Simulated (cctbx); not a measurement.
# Reading a Patterson map

Space group I4mm (no. 107), a = 4.4590 Å, b = 4.4590 Å, c = 10.3480 Å, α = 90.00°, β = 90.00°, γ = 90.00°, content Sn6 Cd2 Rh2.

Simulated single-crystal data (cctbx): Mo Kα, λ = 0.71073 Å, to d = 0.75 Å, 50 % of the full sphere, strongest reflection 20000 counts, noise from counting, a 4 % proportional error and a noise floor of 4 counts (s.d.); no absorption, some extinction.

Patterson synthesis from sharpened amplitudes, origin scaled to 1000:

```text
Patterson group I 4/m m m
      u       v       w   height  length (A)
  0.000   0.000   0.000   1000.0     0.00
  0.000   0.500   0.250    408.7     3.42
  0.000   0.000   0.500    392.0     5.17
  0.000   0.000   0.418    175.8     4.33
  0.000   0.500   0.160    168.8     2.78
  0.000   0.000   0.335    166.8     3.47
  0.000   0.000   0.246    154.2     2.54
  0.000   0.500   0.090    153.5     2.42
  0.000   0.239   0.031     40.8     1.11
  0.000   0.257   0.290     39.6     3.21
  0.095   0.095   0.085     39.0     1.06
  0.000   0.271   0.125     38.0     1.77
  0.074   0.419   0.000     37.5     1.90
  0.000   0.239   0.458     34.7     4.86
```

**Question.** Which atom pairs make the peaks, and where is the heaviest atom?

A peak at u stands for all pairs with xi − xj = u, with weight Σ ZiZj against Σ Z² = 23658 at the origin. Peak heights follow these weights only roughly, since form factors, motion and series ripples differ, all vectors within 0.55 Å of a peak are counted as merged into it though the farther ones add only part of their weight, and F(000) is left out, which lowers the whole map:

| u | v | w | shortest length (Å) | height | 1000 ΣZiZj/ΣZ² | pairs in the cell |
| --- | --- | --- | --- | --- | --- | --- |
| 0.000 | 0.500 | 0.250 | 3.42 | 409 | 406 | 4 × Sn–Cd |
| 0.000 | 0.000 | 0.500 | 3.15 | 392 | 423 | 4 × Sn–Sn |
| 0.000 | 0.000 | 0.418 | 3.27 | 176 | 203 | 2 × Sn–Cd |
| 0.000 | 0.500 | 0.160 | 2.78 | 169 | 211 | 2 × Sn–Sn |
| 0.000 | 0.000 | 0.335 | 3.47 | 167 | 183 | 2 × Cd–Rh |
| 0.000 | 0.000 | 0.246 | 2.55 | 154 | 190 | 2 × Sn–Rh |
| 0.000 | 0.500 | 0.090 | 2.42 | 154 | 190 | 2 × Sn–Rh |

The table stops at ten peaks or at a height of 45, below which ripples compete. In the model behind the data Sn, the heaviest element, has 2 independent sites: (0, 1/2, 0.2535) and (0, 0, 0.4153), up to an allowed shift of origin; the Sn–Sn vectors are differences of these positions and their symmetry mates. Elements of similar Z can't be told apart from the map alone. The whole model:

```
atom  mult.    x    y       z  Ueq (Å²)
 Sn1      4    0  1/2  0.2535    0.0096
 Sn2      2    0    0  0.4153    0.0094
 Cd1      2  1/2  1/2  0.4964    0.0078
 Rh1      2  1/2  1/2  0.1601    0.0075
```

The model is made up (kin elements in a known structure type, no relaxation), so it says nothing on whether the phase exists.

[Logs are printed without paths, hosts, clocks, repeated set-up lines and the standing remarks that a program may print on its own settings, such as how far it seeks lower states.]
